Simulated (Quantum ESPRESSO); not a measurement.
# Y(0001), 4 layers: cutoff convergence, part 2 of 3

Wanted: the cheapest sound input for Y(0001), 4 layers, from a series that sets result against time.

Quantum ESPRESSO 7.5; plane-wave DFT, PBE, SSSP efficiency pseudopotentials.

So far. Step 2 (Self-consistent run: ecutwfc 68 Ry, ecutrho 544 Ry): Inside the slab this potential holds the local part of the pseudopotentials, which can be repulsive at the nuclei; only its value in the vacuum has a meaning of its own.

**3. Self-consistent run: ecutwfc 56 Ry, ecutrho 448 Ry**

Contents of c1.in:

```
&control
  prefix = 'c1'
  outdir = './out'
  pseudo_dir = './pseudo'
  calculation = 'scf'
  tprnfor = .true.
/
&system
  ibrav = 0
  nat = 4
  ntyp = 1
  ecutwfc = 56
  ecutrho = 448
  occupations = 'smearing'
  smearing = 'mv'
  degauss = 0.02
  assume_isolated = 'esm'
  esm_bc = 'bc1'
/
&electrons
  conv_thr = 1e-07
  mixing_beta = 0.4
  electron_maxstep = 120
  mixing_mode = 'local-TF'
/
ATOMIC_SPECIES
  Y   88.9058  Y_pbe_v1.uspp.F.UPF
CELL_PARAMETERS angstrom
  3.65000000000000 0.00000000000000 0.00000000000000
  1.82500000000000 3.16099272381320 0.00000000000000
  0.00000000000000 0.00000000000000 24.60122500000000
ATOMIC_POSITIONS crystal
  Y   0.666666666700 0.666666666700 -0.174812941225
  Y   0.000000000000 0.000000000000 -0.058270980408
  Y   0.666666666700 0.666666666700 0.058270980408
  Y   0.000000000000 0.000000000000 0.174812941225
K_POINTS automatic
  6 6 1 0 0 0
```

Command:

```sh
$ OMP_NUM_THREADS=1 mpirun -n 4 pw.x -nk 2 -in c1.in > c1.out
```

The program printed:

```text
[banner, memory and clock lines left out]
Program PWSCF v.7.5 starts
[...]
Message from routine setup:
[...]
number of electrons       =        44.00
     number of Kohn-Sham states=           26
     kinetic-energy cutoff     =      56.0000  Ry
     charge density cutoff     =     448.0000  Ry
[...]
number of k points=     7  Marzari-Vanderbilt smearing, width (Ry)=  0.0200
[...]
Dense  grid:   306955 G-vectors     FFT dimensions: (  48,  48, 320)
[...]
negative rho (up, down):  1.724E-01 0.000E+00
     Starting wfcs are   52 randomized atomic wfcs
[...]
negative rho (up, down):  1.707E-01 0.000E+00
[...]
estimated scf accuracy    <       1.85714353 Ry
[...]
negative rho (up, down):  1.678E-01 0.000E+00
[...]
estimated scf accuracy    <       1.12127931 Ry
[...]
negative rho (up, down):  1.697E-01 0.000E+00
[...]
estimated scf accuracy    <       0.12633955 Ry
[...]
negative rho (up, down):  1.698E-01 0.000E+00
[...]
estimated scf accuracy    <       0.10510818 Ry
[...]
negative rho (up, down):  1.704E-01 0.000E+00
[...]
estimated scf accuracy    <       0.03028283 Ry
[...]
negative rho (up, down):  1.706E-01 0.000E+00
[...]
estimated scf accuracy    <       0.10469408 Ry
[...]
negative rho (up, down):  1.705E-01 0.000E+00
[...]
estimated scf accuracy    <       0.10593044 Ry
[...]
negative rho (up, down):  1.706E-01 0.000E+00
[...]
estimated scf accuracy    <       0.11088421 Ry
[...]
negative rho (up, down):  1.721E-01 0.000E+00
[...]
estimated scf accuracy    <       0.01310014 Ry
[...]
negative rho (up, down):  1.714E-01 0.000E+00
[...]
estimated scf accuracy    <       0.09490520 Ry
[...]
negative rho (up, down):  1.730E-01 0.000E+00
[...]
estimated scf accuracy    <       0.01551429 Ry
[...]
negative rho (up, down):  1.716E-01 0.000E+00
[...]
estimated scf accuracy    <       0.00606956 Ry
[...]
negative rho (up, down):  1.711E-01 0.000E+00
[...]
estimated scf accuracy    <       0.00283437 Ry
[...]
negative rho (up, down):  1.711E-01 0.000E+00
[...]
estimated scf accuracy    <       0.00039205 Ry
[...]
negative rho (up, down):  1.712E-01 0.000E+00
[...]
estimated scf accuracy    <       0.00080173 Ry
[...]
negative rho (up, down):  1.711E-01 0.000E+00
[...]
estimated scf accuracy    <       0.00092223 Ry
[...]
negative rho (up, down):  1.713E-01 0.000E+00
[...]
estimated scf accuracy    <       0.00015672 Ry
[...]
negative rho (up, down):  1.713E-01 0.000E+00
[...]
estimated scf accuracy    <       0.00026804 Ry
[...]
negative rho (up, down):  1.713E-01 0.000E+00
[...]
estimated scf accuracy    <       0.00043925 Ry
[...]
negative rho (up, down):  1.713E-01 0.000E+00
[...]
estimated scf accuracy    <       0.00039511 Ry
[...]
negative rho (up, down):  1.714E-01 0.000E+00
[...]
estimated scf accuracy    <       0.00049224 Ry
[...]
negative rho (up, down):  1.713E-01 0.000E+00
[...]
estimated scf accuracy    <       0.00030424 Ry
[...]
negative rho (up, down):  1.713E-01 0.000E+00
[...]
estimated scf accuracy    <       0.00017054 Ry
[...]
negative rho (up, down):  1.713E-01 0.000E+00
[...]
estimated scf accuracy    <       0.00001610 Ry
[...]
negative rho (up, down):  1.713E-01 0.000E+00
[...]
estimated scf accuracy    <       0.00001554 Ry
[...]
negative rho (up, down):  1.713E-01 0.000E+00
[...]
estimated scf accuracy    <       0.00002424 Ry
[...]
negative rho (up, down):  1.713E-01 0.000E+00
[...]
estimated scf accuracy    <       0.00000898 Ry
[...]
negative rho (up, down):  1.713E-01 0.000E+00
[...]
estimated scf accuracy    <       0.00001193 Ry
[...]
negative rho (up, down):  1.713E-01 0.000E+00
[...]
estimated scf accuracy    <       0.00001198 Ry
[...]
negative rho (up, down):  1.713E-01 0.000E+00
[...]
estimated scf accuracy    <       0.00001135 Ry
[...]
negative rho (up, down):  1.713E-01 0.000E+00
[...]
estimated scf accuracy    <       0.00001466 Ry
[...]
negative rho (up, down):  1.713E-01 0.000E+00
[...]
estimated scf accuracy    <       0.00000806 Ry
[...]
negative rho (up, down):  1.713E-01 0.000E+00
[...]
estimated scf accuracy    <       0.00000657 Ry
[...]
negative rho (up, down):  1.713E-01 0.000E+00
[...]
estimated scf accuracy    <       0.00000175 Ry
[...]
negative rho (up, down):  1.713E-01 0.000E+00
[...]
estimated scf accuracy    <       0.00000024 Ry
[...]
negative rho (up, down):  1.713E-01 0.000E+00
[...]
estimated scf accuracy    <       0.00000013 Ry
[...]
negative rho (up, down):  1.713E-01 0.000E+00
[...]
estimated scf accuracy    <       0.00000014 Ry
[...]
negative rho (up, down):  1.713E-01 0.000E+00
[...]
estimated scf accuracy    <       0.00000018 Ry
[...]
negative rho (up, down):  1.713E-01 0.000E+00
[...]
the Fermi energy is    -3.3084 ev
!    total energy              =    -349.88925595 Ry
     estimated scf accuracy    <       0.00000009 Ry
     smearing contrib. (-TS)   =      -0.00409778 Ry
     internal energy E=F+TS    =    -349.88515816 Ry
[...]
one-electron contribution =    4088.66161821 Ry
     hartree contribution      =   -2054.89152542 Ry
     xc contribution           =     -87.47280692 Ry
     ewald contribution        =   -2296.18244402 Ry
     convergence has been achieved in  39 iterations
     negative rho (up, down):  1.713E-01 0.000E+00
[...]
Total force =     0.014636     Total SCF correction =     0.001284
[...]
```

The job ended after 97 s (4 MPI ranks of Arm Neoverse V1, shared host; peak memory 1.4 GiB).

This step gave:

- free energy: -4760.4858 eV
- Fermi energy: -3.308 eV
- vacuum line at the lower end of the cell, over the Fermi level: 3.308 eV
- vacuum line at the upper end of the cell, over the Fermi level: 3.308 eV

The program's own clock; routines nest. Time by routine:

```
  routine  wall time (s)  calls
    PWSCF          96.95      1
electrons          94.65      1
  c_bands          52.59     39
  cegterg          46.85    156
    h_psi          37.83   1056
     fftw           36.4  25610
 vloc_psi           32.9   1056
 sum_band          15.99     39
  mix_rho          13.01     39
     ffts           8.12   4175
     newd           7.46     40
 v_of_rho           5.55     40
   calbec           3.32   1228
      fft           2.82    529
```

Counted from each run's own zero (the Fermi level), the vacuum level differs from the first run's by -1 meV.

**4. SCF with pw.x: ecutwfc 45 Ry, ecutrho 360 Ry**

c2.in, as its differences from the input of step 3:

```diff
@@ -1,3 +1,3 @@
 &control
-  prefix = 'c1'
+  prefix = 'c2'
   outdir = './out'
@@ -11,4 +11,4 @@
   ntyp = 1
-  ecutwfc = 56
-  ecutrho = 448
+  ecutwfc = 45
+  ecutrho = 360
   occupations = 'smearing'
```

Command:

```sh
$ OMP_NUM_THREADS=1 mpirun -n 4 pw.x -nk 2 -in c2.in > c2.out
```

The program printed:

```text
[banner, memory and clock lines left out]
Program PWSCF v.7.5 starts
[...]
Message from routine setup:
[...]
number of electrons       =        44.00
     number of Kohn-Sham states=           26
     kinetic-energy cutoff     =      45.0000  Ry
     charge density cutoff     =     360.0000  Ry
[...]
number of k points=     7  Marzari-Vanderbilt smearing, width (Ry)=  0.0200
[...]
Dense  grid:   220685 G-vectors     FFT dimensions: (  45,  45, 288)
[...]
negative rho (up, down):  1.715E-01 0.000E+00
     Starting wfcs are   52 randomized atomic wfcs
[...]
negative rho (up, down):  1.704E-01 0.000E+00
[...]
estimated scf accuracy    <       1.87099648 Ry
[...]
negative rho (up, down):  1.680E-01 0.000E+00
[...]
estimated scf accuracy    <       1.13234505 Ry
[...]
negative rho (up, down):  1.703E-01 0.000E+00
[...]
estimated scf accuracy    <       0.13362704 Ry
[...]
negative rho (up, down):  1.705E-01 0.000E+00
[...]
estimated scf accuracy    <       0.14801803 Ry
[...]
negative rho (up, down):  1.711E-01 0.000E+00
[...]
estimated scf accuracy    <       0.02751916 Ry
[...]
negative rho (up, down):  1.708E-01 0.000E+00
[...]
estimated scf accuracy    <       0.01400165 Ry
[...]
negative rho (up, down):  1.717E-01 0.000E+00
[...]
estimated scf accuracy    <       0.00992730 Ry
[...]
negative rho (up, down):  1.719E-01 0.000E+00
[...]
estimated scf accuracy    <       0.04474024 Ry
[...]
negative rho (up, down):  1.717E-01 0.000E+00
[...]
estimated scf accuracy    <       0.00689046 Ry
[...]
negative rho (up, down):  1.743E-01 0.000E+00
[...]
estimated scf accuracy    <       0.00630811 Ry
[...]
negative rho (up, down):  1.728E-01 0.000E+00
[...]
estimated scf accuracy    <       0.05176862 Ry
[...]
negative rho (up, down):  1.728E-01 0.000E+00
[...]
estimated scf accuracy    <       0.03400222 Ry
[...]
negative rho (up, down):  1.718E-01 0.000E+00
[...]
estimated scf accuracy    <       0.00095458 Ry
[...]
negative rho (up, down):  1.718E-01 0.000E+00
[...]
estimated scf accuracy    <       0.00033385 Ry
[...]
negative rho (up, down):  1.716E-01 0.000E+00
[...]
estimated scf accuracy    <       0.00031597 Ry
[...]
negative rho (up, down):  1.715E-01 0.000E+00
[...]
estimated scf accuracy    <       0.00020227 Ry
[...]
negative rho (up, down):  1.714E-01 0.000E+00
[...]
estimated scf accuracy    <       0.00022824 Ry
[...]
negative rho (up, down):  1.714E-01 0.000E+00
[...]
estimated scf accuracy    <       0.00009508 Ry
[...]
negative rho (up, down):  1.715E-01 0.000E+00
[...]
estimated scf accuracy    <       0.00000714 Ry
[...]
negative rho (up, down):  1.714E-01 0.000E+00
[...]
estimated scf accuracy    <       0.00002296 Ry
[...]
negative rho (up, down):  1.714E-01 0.000E+00
[...]
estimated scf accuracy    <       0.00005955 Ry
[...]
negative rho (up, down):  1.714E-01 0.000E+00
[...]
estimated scf accuracy    <       0.00002526 Ry
[...]
negative rho (up, down):  1.715E-01 0.000E+00
[...]
estimated scf accuracy    <       0.00006049 Ry
[...]
negative rho (up, down):  1.714E-01 0.000E+00
[...]
estimated scf accuracy    <       0.00005508 Ry
[...]
negative rho (up, down):  1.715E-01 0.000E+00
[...]
estimated scf accuracy    <       0.00007563 Ry
[...]
negative rho (up, down):  1.715E-01 0.000E+00
[...]
estimated scf accuracy    <       0.00003828 Ry
[...]
negative rho (up, down):  1.715E-01 0.000E+00
[...]
estimated scf accuracy    <       0.00003013 Ry
[...]
negative rho (up, down):  1.715E-01 0.000E+00
[...]
estimated scf accuracy    <       0.00002862 Ry
[...]
negative rho (up, down):  1.715E-01 0.000E+00
[...]
estimated scf accuracy    <       0.00000083 Ry
[...]
negative rho (up, down):  1.715E-01 0.000E+00
[...]
estimated scf accuracy    <       0.00000081 Ry
[...]
negative rho (up, down):  1.715E-01 0.000E+00
[...]
the Fermi energy is    -3.3109 ev
!    total energy              =    -349.88859218 Ry
     estimated scf accuracy    <       0.00000009 Ry
     smearing contrib. (-TS)   =      -0.00410648 Ry
     internal energy E=F+TS    =    -349.88448570 Ry
[...]
one-electron contribution =    4088.67489009 Ry
     hartree contribution      =   -2054.90645906 Ry
     xc contribution           =     -87.47047271 Ry
     ewald contribution        =   -2296.18244402 Ry
     convergence has been achieved in  31 iterations
     negative rho (up, down):  1.715E-01 0.000E+00
[...]
Total force =     0.014679     Total SCF correction =     0.001195
[...]
```

Wall time 51 s (4 MPI ranks); peak memory 0.98 GiB.

This step gave:

- free energy: -4760.4768 eV
- Fermi energy: -3.311 eV
- vacuum line at the lower end of the cell, over the Fermi level: 3.311 eV
- vacuum line at the upper end of the cell, over the Fermi level: 3.311 eV

The program's own clock; routines nest. Time by routine:

```
  routine  wall time (s)  calls
    PWSCF          50.81      1
electrons           49.2      1
  c_bands          26.85     31
  cegterg          24.02    124
    h_psi          18.49    872
     fftw          16.97  20984
 vloc_psi          15.57    872
 sum_band           8.28     31
  mix_rho           6.22     31
     newd           4.25     32
 v_of_rho           3.61     32
     ffts           3.56   3193
   calbec           1.96   1012
      fft           1.78    425
```

Counted from each run's own zero (the Fermi level), the vacuum level differs from the first run's by +2 meV.

**5. SCF with pw.x: ecutwfc 38 Ry, ecutrho 304 Ry**

c3.in, as its differences from the input of step 4:

```diff
@@ -1,3 +1,3 @@
 &control
-  prefix = 'c2'
+  prefix = 'c3'
   outdir = './out'
@@ -11,4 +11,4 @@
   ntyp = 1
-  ecutwfc = 45
-  ecutrho = 360
+  ecutwfc = 38
+  ecutrho = 304
   occupations = 'smearing'
```

Command:

```sh
$ OMP_NUM_THREADS=1 mpirun -n 4 pw.x -nk 2 -in c3.in > c3.out
```

The program printed:

```text
[banner, memory and clock lines left out]
Program PWSCF v.7.5 starts
[...]
Message from routine setup:
[...]
number of electrons       =        44.00
     number of Kohn-Sham states=           26
     kinetic-energy cutoff     =      38.0000  Ry
     charge density cutoff     =     304.0000  Ry
[...]
number of k points=     7  Marzari-Vanderbilt smearing, width (Ry)=  0.0200
[...]
Dense  grid:   171361 G-vectors     FFT dimensions: (  45,  45, 270)
[...]
negative rho (up, down):  1.716E-01 0.000E+00
     Starting wfcs are   52 randomized atomic wfcs
[...]
negative rho (up, down):  1.706E-01 0.000E+00
[...]
estimated scf accuracy    <       1.87915214 Ry
[...]
negative rho (up, down):  1.691E-01 0.000E+00
[...]
estimated scf accuracy    <       1.13816532 Ry
[...]
negative rho (up, down):  1.709E-01 0.000E+00
[...]
estimated scf accuracy    <       0.13389484 Ry
[...]
negative rho (up, down):  1.711E-01 0.000E+00
[...]
estimated scf accuracy    <       0.10444280 Ry
[...]
negative rho (up, down):  1.715E-01 0.000E+00
[...]
estimated scf accuracy    <       0.02535243 Ry
[...]
negative rho (up, down):  1.717E-01 0.000E+00
[...]
estimated scf accuracy    <       0.03038662 Ry
[...]
negative rho (up, down):  1.715E-01 0.000E+00
[...]
estimated scf accuracy    <       0.05270190 Ry
[...]
negative rho (up, down):  1.719E-01 0.000E+00
[...]
estimated scf accuracy    <       0.10305257 Ry
[...]
negative rho (up, down):  1.752E-01 0.000E+00
[...]
estimated scf accuracy    <       0.02805064 Ry
[...]
negative rho (up, down):  1.744E-01 0.000E+00
[...]
estimated scf accuracy    <       0.07679774 Ry
[...]
negative rho (up, down):  1.739E-01 0.000E+00
[...]
estimated scf accuracy    <       0.06022660 Ry
[...]
negative rho (up, down):  1.725E-01 0.000E+00
[...]
estimated scf accuracy    <       0.00416666 Ry
[...]
negative rho (up, down):  1.733E-01 0.000E+00
[...]
estimated scf accuracy    <       0.00065098 Ry
[...]
negative rho (up, down):  1.729E-01 0.000E+00
[...]
estimated scf accuracy    <       0.00186192 Ry
[...]
negative rho (up, down):  1.726E-01 0.000E+00
[...]
estimated scf accuracy    <       0.00201460 Ry
[...]
negative rho (up, down):  1.725E-01 0.000E+00
[...]
estimated scf accuracy    <       0.00088864 Ry
[...]
negative rho (up, down):  1.724E-01 0.000E+00
[...]
estimated scf accuracy    <       0.00103636 Ry
[...]
negative rho (up, down):  1.725E-01 0.000E+00
[...]
estimated scf accuracy    <       0.00073475 Ry
[...]
negative rho (up, down):  1.726E-01 0.000E+00
[...]
estimated scf accuracy    <       0.00060704 Ry
[...]
negative rho (up, down):  1.723E-01 0.000E+00
[...]
estimated scf accuracy    <       0.00095390 Ry
[...]
negative rho (up, down):  1.723E-01 0.000E+00
[...]
estimated scf accuracy    <       0.00045188 Ry
[...]
negative rho (up, down):  1.723E-01 0.000E+00
[...]
estimated scf accuracy    <       0.00002671 Ry
[...]
negative rho (up, down):  1.723E-01 0.000E+00
[...]
estimated scf accuracy    <       0.00009074 Ry
[...]
negative rho (up, down):  1.723E-01 0.000E+00
[...]
estimated scf accuracy    <       0.00006226 Ry
[...]
negative rho (up, down):  1.724E-01 0.000E+00
[...]
estimated scf accuracy    <       0.00014076 Ry
[...]
negative rho (up, down):  1.723E-01 0.000E+00
[...]
estimated scf accuracy    <       0.00009910 Ry
[...]
negative rho (up, down):  1.723E-01 0.000E+00
[...]
estimated scf accuracy    <       0.00005584 Ry
[...]
negative rho (up, down):  1.724E-01 0.000E+00
[...]
estimated scf accuracy    <       0.00004197 Ry
[...]
negative rho (up, down):  1.724E-01 0.000E+00
[...]
estimated scf accuracy    <       0.00002562 Ry
[...]
negative rho (up, down):  1.724E-01 0.000E+00
[...]
estimated scf accuracy    <       0.00000253 Ry
[...]
negative rho (up, down):  1.724E-01 0.000E+00
[...]
estimated scf accuracy    <       0.00001618 Ry
[...]
negative rho (up, down):  1.724E-01 0.000E+00
[...]
estimated scf accuracy    <       0.00000018 Ry
[...]
negative rho (up, down):  1.724E-01 0.000E+00
[...]
estimated scf accuracy    <       0.00000044 Ry
[...]
negative rho (up, down):  1.724E-01 0.000E+00
[...]
estimated scf accuracy    <       0.00000043 Ry
[...]
negative rho (up, down):  1.724E-01 0.000E+00
[...]
the Fermi energy is    -3.3185 ev
!    total energy              =    -349.88813302 Ry
     estimated scf accuracy    <       0.00000006 Ry
     smearing contrib. (-TS)   =      -0.00411739 Ry
     internal energy E=F+TS    =    -349.88401564 Ry
[...]
one-electron contribution =    4088.69348858 Ry
     hartree contribution      =   -2054.92699930 Ry
     xc contribution           =     -87.46806089 Ry
     ewald contribution        =   -2296.18244402 Ry
     convergence has been achieved in  35 iterations
     negative rho (up, down):  1.724E-01 0.000E+00
[...]
Total force =     0.014916     Total SCF correction =     0.000707
[...]
```

Elapsed: 50 s, on 4 MPI ranks; peak memory 0.89 GiB.

Read from the output:

* free energy: -4760.4706 eV
* Fermi energy: -3.318 eV
* vacuum line at the lower end of the cell, over the Fermi level: 3.318 eV
* vacuum line at the upper end of the cell, over the Fermi level: 3.318 eV

The program's own clock; routines nest. Time by routine:

```
  routine  wall time (s)  calls
    PWSCF          49.46      1
electrons          48.09      1
  c_bands          26.34     35
  cegterg          23.07    140
    h_psi          18.46    883
     fftw          17.76  23208
 vloc_psi          16.02    883
 sum_band           7.78     35
  mix_rho           6.47     35
     ffts           3.89   3865
     newd           3.73     36
 v_of_rho           3.71     36
      fft           1.81    477
   calbec           1.67   1039
```

Counted from each run's own zero (the Fermi level), the vacuum level differs from the first run's by +9 meV.

[end of part 2 of 3]

[Logs are printed without paths, hosts, clocks, repeated set-up lines and the standing remarks that a program may print on its own settings, such as how far it seeks lower states.]

[Hosts, paths, dates, database ids (printed as entryN), source tags and the programs' standing remarks are cut or masked in the printed files.]

[Maps of the electrostatic potential energy from Ansatz leave out the sawtooth potential of an applied field or a dipole correction, so their vacuum need not be flat; planar profiles and work functions include it.]
